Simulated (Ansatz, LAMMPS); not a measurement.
# Static equation of state of Ga2O3 with crystalline order left by the classical run (80 atoms)

Density of this cell: 5.62 g/cm³. The cell holds 80 atoms: 32 Ga and 48 O. Cell: a = 9.908 Å, b = 9.721 Å, c = 9.201 Å, α = 88.7°, β = 90.7°, γ = 89.4°. The starting structure: 80 atoms (32 Fe, 48 O) placed at random at 4.44 g/cm³, melted at 5000 K for 10 ps at fixed volume with the Morse and Coulomb pair potential with partial charges (Pedone, Malavasi, Menziani, Cormack and Segre, J. Phys. Chem. B 110, 11780 (2006)). Quenched from 5000 K to 300 K at 20 K/ps and fixed volume, held 10 ps at zero pressure, then minimised at fixed cell. Then Fe was replaced by Ga and the cell scaled by 1.003 (the potential has no terms for the new elements, so the cell is a start for a DFT relaxation).

Calculated with Ansatz 0.2.0: Kohn-Sham DFT, revPBE, PAW (set soft_1), plane waves; cutoff 420 eV, Γ point, fixed occupations. Cell and atoms were relaxed first, to V0 = 11.073 Å³ an atom at a residual P0 = 0.002 GPa. The cell was then scaled evenly, and the atoms were relaxed at each volume.

| volume (Å³/atom) | pressure (GPa) |
| --- | --- |
| 9.9661 | ? |
| 10.409 | 9.046 |
| 10.741 | 4.071 |
| 11.406 | -3.348 |
| 11.738 | -5.586 |

Task: Fit the third-order Birch–Murnaghan equation to the rows given and extrapolate to the withheld row.

**Working.**

Take the Eulerian strain f = ½[(V0/V)^(2/3) − 1] and the normalised pressure F = (P − P0) / [3f(1 + 2f)^(5/2)]. The third-order Birch–Murnaghan equation is then the line F = B0 + (3/2)B0(B′ − 4) f, so u = f and v = F.

```
      u = f  v = F (GPa)
  0.0210564      129.145
  0.0102570      125.687
-0.00975619      120.234
 -0.0190503      107.744
```

With n = 4: mean u = 6.2672e-4, mean v = 120.703, Σ(u − ū)² = 0.0010051, Σ(u − ū)(v − v̄) = 0.48031. Slope b = 0.48031 / 0.0010051 = 477.87; intercept a = v̄ − b ū = 120.40.

So B0 = a = 120 GPa and B′ = 4 + 2b/(3a) = 6.65. At the withheld volume f = 0.03638, F = a + b f = 137.8 GPa, and P = P0 + 3f(1 + 2f)^(5/2) F.

Prediction at 9.9661: 17.93 GPa. The run gave 17.31 GPa, so the fit is high by 0.62 GPa (3.6 % of the value).

The series isn't one smooth equation of state: even a line fitted to all rows, the withheld one included, misses F by up to 4.1 % and the count of bonds changes along the series. B0 and B′ are then only the numbers of this fit, not moduli of the material. Among the rows given, the largest miss of the fit is at 11.738, by 0.18 GPa (0.81 % of the range of the table).

Limits: Static cells at zero temperature; the cell shape is held. The program notes that the SCF threshold of these relaxations is loose for the stress. The quench rate of 20 K/ps is many orders above laboratory rates, so the cell is likely richer in defects and strain than a real sample. The network of bonds at the start is that of the classical potential that made the cell, and needn't be the one that DFT or experiment would give. Only the Γ point is sampled, in a cell whose shortest periodic width is 9 Å.

[Logs are printed without paths, hosts, clocks, repeated set-up lines and the standing remarks that a program may print on its own settings, such as how far it seeks lower states.]

[Hosts, paths, dates, database ids (printed as entryN), source tags and the programs' standing remarks are cut or masked in the printed files.]
